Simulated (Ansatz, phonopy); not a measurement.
# Ta (Im-3m): phonons against volume, part 2 of 2

Wanted: mode Grüneisen parameters of Ta and a free-energy fit over volumes.

Ansatz 0.2.0; DFT LDA, scalar-relativistic, plane waves, PAW; PAW set soft_1.

So far. Step 11 (A cell at another volume, V/V0 1.03): The run ends at a pressure of -6.11 GPa. Step 12 (Phonons, V/V0 1.03): No mode is imaginary beyond numerical noise at the solved wavevectors.

**13. Single point at a scaled cell, V/V0 0.97**

input.yaml

```yaml
crystal:
  lattice:
    - [-1.6104742571, 1.6104742571, 1.6104742571]
    - [1.6104742571, -1.6104742571, 1.6104742571]
    - [1.6104742571, 1.6104742571, -1.6104742571]
  atoms:
    - { symbol: Ta, position: [0.0, 0.0, 0.0] }
kpoints:
  mp_grid: { grid: [20, 20, 20] }
hamiltonian:
  xc: lda
  pseudopotentials: { kind: paw, azcp: { folder: soft_1 }, xc_functional: pbe }
scf:
  occupations: { method: methfessel_paxton, width: 0.2 }
  lower_state_search: "off"
output:
  forces: true
  stress: true
  eigenvalues: true
```

The run is started by

```console
> ansatz run input.yaml --threads 8 --pin off --max-ram 16384MiB --backend cpu --events-out ev --progress --plain --runs-dir out
```

Elapsed: 0.51 s, on 8 threads of Arm Neoverse V2, shared host; peak memory 0.32 GiB; 2.4 s of CPU time.

The run ends at a pressure of 7.01 GPa.

**14. Phonons, V/V0 0.97**

Changes to input.yaml since step 13:

```diff
@@ -16,4 +16,11 @@
 output:
-  forces: true
-  stress: true
   eigenvalues: true
+phonons:
+  method: dfpt
+  qmesh: [4, 4, 4]
+  temperatures: { t_max: 1000, t_step: 50 }
+  qpath:
+    path:
+      - [[0.0, 0.0, 0.0], [0.5, -0.5, 0.5], [0.0, 0.0, 0.5], [0.0, 0.0, 0.0], [0.25, 0.25, 0.25], [0.5, -0.5, 0.5]]
+      - [[0.25, 0.25, 0.25], [0.0, 0.0, 0.5]]
+    npoints: 10
```

Wall time 57 s (8 threads); peak memory 3.3 GiB; 6.5 min of CPU time.

No mode is imaginary beyond numerical noise at the solved wavevectors.

**15. A cell at another volume, V/V0 1.05**

input.yaml, the sections that differ from step 14:

```yaml
crystal:
  lattice:
    - [-1.6535841802, 1.6535841802, 1.6535841802]
    - [1.6535841802, -1.6535841802, 1.6535841802]
    - [1.6535841802, 1.6535841802, -1.6535841802]
  atoms:
    - { symbol: Ta, position: [0.0, 0.0, 0.0] }
output:
  forces: true
  stress: true
  eigenvalues: true
# kpoints, hamiltonian, scf: as in step 14
# phonons: removed
```

Wall time 0.53 s (8 threads); peak memory 0.32 GiB; 2.5 s of CPU time.

The run ends at a pressure of -9.73 GPa.

**16. Lattice dynamics at this volume, V/V0 1.05**

Changes to input.yaml since step 15:

```diff
@@ -16,4 +16,11 @@
 output:
-  forces: true
-  stress: true
   eigenvalues: true
+phonons:
+  method: dfpt
+  qmesh: [4, 4, 4]
+  temperatures: { t_max: 1000, t_step: 50 }
+  qpath:
+    path:
+      - [[0.0, 0.0, 0.0], [0.5, -0.5, 0.5], [0.0, 0.0, 0.5], [0.0, 0.0, 0.0], [0.25, 0.25, 0.25], [0.5, -0.5, 0.5]]
+      - [[0.25, 0.25, 0.25], [0.0, 0.0, 0.5]]
+    npoints: 10
```

It took 60 s on 8 threads; peak memory 3.5 GiB.

No LO-TO term. Phonon branches along the path, in cm⁻¹:

```
    point  branch 1  branch 2  branch 3
        Γ         0         0         0
  halfway        98        98       136
        H       154       154       154
  halfway        99       127       146
        N        89       117       140
  halfway        59        73       105
        Γ         0         0         0
  halfway        57        57       131
        P       117       117       117
  halfway        96       125       125
        H       154       154       154
jump to P       117       117       117
  halfway        91       118       127
        N        89       117       140
```

No mode is imaginary beyond numerical noise at the solved wavevectors.

**17. How the modes move with volume**

This step: DFT LDA, scalar-relativistic, plane waves, PAW; PAW set soft_1 (phonopy 4.10.0).

Numbers from this step:

```yaml
share_of_modes_with_a_negative_grueneisen_parameter: 0
```

Mean Grüneisen, by row:

```
T (K)  heat-capacity-weighted mean  root mean square
   50                        1.667             1.742
  100                        1.767             1.852
  200                        1.799             1.885
  300                        1.805             1.891
  500                        1.808             1.894
  800                        1.809             1.896
```

The mean mode Grueneisen parameter by wavenumber:

```
wavenumber (cm⁻¹)  mean mode Grueneisen parameter
              2.8                               -
              8.4                            1.73
             14.1                            1.75
             19.7                            1.61
             25.3                             1.5
             31.0                            1.57
             36.6                            1.43
             42.2                            1.49
             47.9                            1.51
             53.5                            1.52
             59.1                            1.44
             64.8                            1.57
             70.4                            1.48
             76.0                            1.59
             81.7                            1.43
             87.3                            1.41
             92.9                            1.34
             98.6                            1.28
            104.2                             1.4
            109.8                            1.46
            115.5                            1.49
            121.1                            1.61
            126.7                             1.8
            132.4                             1.8
            138.0                            2.08
            143.6                            2.36
            149.3                            2.37
            154.9                            2.39
            160.5                            2.15
            166.2                            1.84
```

Volume series, by row:

```
 V/V0  V (Å³/atom)  pressure (GPa)  E - E0 (meV/atom)  gap (eV)  zero-point energy (meV/atom)  lowest on the path (cm⁻¹)  highest at Gamma without the LO-TO term (cm⁻¹)
 0.97        16.71           7.009              11.07         0                         22.81                          0                                               -
0.985        16.97           3.383              2.706         0                         22.18                          0                                               -
    1        17.22          -0.001                  0         0                         21.56                          0                                               -
1.015        17.48          -3.159               2.57         0                         20.95                          0                                               -
 1.03        17.74          -6.106              10.06         0                         20.34                          0                                               -
 1.05        18.09          -9.729              27.13         0                         19.54                          0                                               -
```

Grüneisen at points, by row:

```
point  branch  frequency (cm⁻¹)  mode Grüneisen parameter
    H       1             169.1                      1.84
    N       1              94.6                      1.34
    N       2             140.2                      3.28
    N       3             145.1                      0.71
    P       1             130.2                      2.14
```

**18. Quasi-harmonic fit by phonopy**

This step gave:

- volume expansion coefficient at 300 K: 20.14 1e-6/K
- isothermal bulk modulus at 300 K: 211.4 GPa
- C_P at 300 K: 24.57 J/mol-atom/K
- Grüneisen parameter at 300 K: 1.831

Energy (each curve on its own zero) against volume; values in meV/atom:

```
volume (Å³/atom)  static  F at 0 K  F at 300 K  F at 1300 K
          16.708    11.1      12.7        16.6         34.4
          16.966    2.71      3.66        6.13         17.2
          17.225       0      0.33        1.27          5.4
          17.483    2.57      2.29        1.66        -1.26
          17.741    10.1      9.17        6.92        -3.18
          18.086    27.1      25.4        20.9         1.01
```

Phonopy-qha, vinet fit of F(V) at each temperature; no electronic free energy. Qha vinet, by row:

```
T (K)  fitted volume (Å³/atom)  alpha_V (1e-6/K)  B_T (GPa)  C_P (J/mol-atom/K)  Grueneisen
  100                    17.27             15.45      215.7               19.79       1.756
  150                    17.28             18.04      214.7               22.57       1.799
  200                     17.3             19.14      213.6               23.68       1.815
  250                    17.32             19.74      212.5               24.24       1.824
  300                    17.33             20.14      211.4               24.57       1.831
  350                    17.35             20.44      210.3               24.79       1.836
  400                    17.37             20.69      209.1               24.96       1.842
  450                    17.39              20.9        208               25.09       1.847
  500                    17.41              21.1      206.8                25.2       1.852
  550                    17.42             21.29      205.7               25.29       1.857
  600                    17.44             21.47      204.5               25.38       1.862
  650                    17.46             21.65      203.4               25.46       1.867
  700                    17.48             21.83      202.2               25.54       1.872
  750                     17.5             22.01        201               25.61       1.877
  800                    17.52             22.18      199.8               25.68       1.882
  850                    17.54             22.36      198.6               25.76       1.887
  900                    17.56             22.55      197.4               25.83       1.892
  950                    17.58             22.73      196.2                25.9       1.898
 1000                     17.6             22.92        195               25.97       1.903
 1050                    17.62              23.1      193.8               26.05       1.908
 1100                    17.64              23.3      192.5               26.12       1.914
 1150                    17.66             23.49      191.3               26.19       1.919
 1200                    17.68             23.69        190               26.27       1.925
 1250                     17.7             23.89      188.8               26.34        1.93
```

Volume expansion coefficient, phonopy-qha, Vinet against temperature:

```
temperature (K)  volume expansion coefficient, phonopy-qha, Vinet (1e-6/K)
             75                                                       12.6
            125                                                       17.1
            150                                                       18.0
            200                                                       19.1
            250                                                       19.7
            275                                                       20.0
            325                                                       20.3
            375                                                       20.6
            400                                                       20.7
            450                                                       20.9
            500                                                       21.1
            525                                                       21.2
            575                                                       21.4
            625                                                       21.6
            650                                                       21.6
            700                                                       21.8
            725                                                       21.9
            775                                                       22.1
            825                                                       22.3
            850                                                       22.4
            900                                                       22.6
            950                                                       22.7
            975                                                       22.8
           1025                                                       23.0
           1075                                                       23.2
           1100                                                       23.3
           1150                                                       23.5
           1200                                                       23.7
           1225                                                       23.8
           1275                                                         24
```

The fit gives a volume expansion of 20.1 × 10⁻⁶/K at 300 K.

**19. Summary of results**

```yaml
volume_expansion_coefficient_at_300_k: 20.14 1e-6/K
isothermal_bulk_modulus_at_300_k: 211.4 GPa
c_p_at_300_k: 24.57 J/mol-atom/K
grueneisen_parameter_at_300_k: 1.831
mean_mode_grueneisen_parameter_at_300_k: 1.80
```

What this shows: Near room temperature Ta expands by 20.1 × 10⁻⁶/K in volume by LDA, with C_P = 24.6 J/(mol K) per mole of atoms and B_T = 211 GPa. C_P at room temperature is 99 % of the classical 3R an atom. The fit leaves out the electrons' free energy, which adds to C_P and to the expansion of a metal at high temperature. The heat-capacity-weighted Grüneisen parameter goes from 1.67 at 50 K to 1.81 at 800 K. Weighting γ by the density of states and each mode's heat capacity at 300 K, modes below 60 cm⁻¹ give about 5 % of the sum of γC that drives the expansion, those up to 110 cm⁻¹ 29 % and the rest 66 %. Among the labelled points γ is largest for branch 2 at N (140 cm⁻¹, 3.3) and smallest for branch 3 at N (145 cm⁻¹, 0.71). The program warned that a few bands missed the eigensolver's threshold in at least one of the runs. The PAW files were made for PBE and are used here under another functional, for which the program regenerates the frozen cores.

[Logs are printed without paths, hosts, clocks, repeated set-up lines and the standing remarks that a program may print on its own settings, such as how far it seeks lower states.]

[Hosts, paths, dates, database ids (printed as entryN), source tags and the programs' standing remarks are cut or masked in the printed files.]

[A step with changed settings may run another functional than the one named; its input shows which.]

[Of the runs on displaced cells, only some may be shown.]
